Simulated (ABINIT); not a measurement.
An input for ABINIT 10.8.3 (BaAlSiH (P3m1)):

```
acell 3*1.0 Angstrom
rprim 
  4.334227520372 0.000000000006 0.000000000000
  -2.167113760192 3.753551138421 0.000000000000
  0.000000000000 0.000000000000 5.262552000000
ntypat 4
znucl 56 13 14 1
natom 4
typat 1 2 3 4
xred 
  0.000000000000 0.000000000000 0.000436000000
  0.666666666667 0.333333333333 0.465248000000
  0.333333333333 0.666666666667 0.542307000000
  0.666666666667 0.333333333333 0.134910000000
pp_dirpath "pseudos"
pseudos "Ba.upf, Al.upf, Si.upf, H.upf"
ecut 31
ngkpt 3 3 2
nshiftk 1
shiftk 0 0 0
kptopt 1
chksymbreak 0
iscf -2
irdden 1
istwfk *1
nband 96
nbdbuf 8
tolwfr 1e-09
nstep 60
prtvol 0
indata_prefix "in"
outdata_prefix "out"
tmpdata_prefix "tmp"
```

```sh
OMP_NUM_THREADS=1 mpirun -n 8 abinit run.abi > log
```

Q: How long will it take on 8 MPI ranks of Arm Neoverse V1, shared host, and how much memory?

It took 19 s; on shared hardware allow 9.4 s to 38 s. Peak host memory was 0.58 GiB.

[Paths, hosts, dates, memory and timing lines, banners, echoed tables and standing remarks are left out of the program output.]

[Logs are printed without paths, hosts, clocks, repeated set-up lines and the standing remarks that a program may print on its own settings, such as how far it seeks lower states.]

[Runs of the session that timed out or met a known fault of the program may be left out.]

[Hosts, paths, dates, database ids (printed as entryN), source tags and the programs' standing remarks are cut or masked in the printed files.]

[G0W0 gaps are taken among the corrected bands and points alone; a level outside them can change the order at an edge.]

[Where Ansatz stands beside ABINIT at settings called matched, ABINIT's density can come from a denser mesh and the files from another edition; pairs whose starting gaps differed by over 0.03 eV were left out, so agreement reads better than it is.]
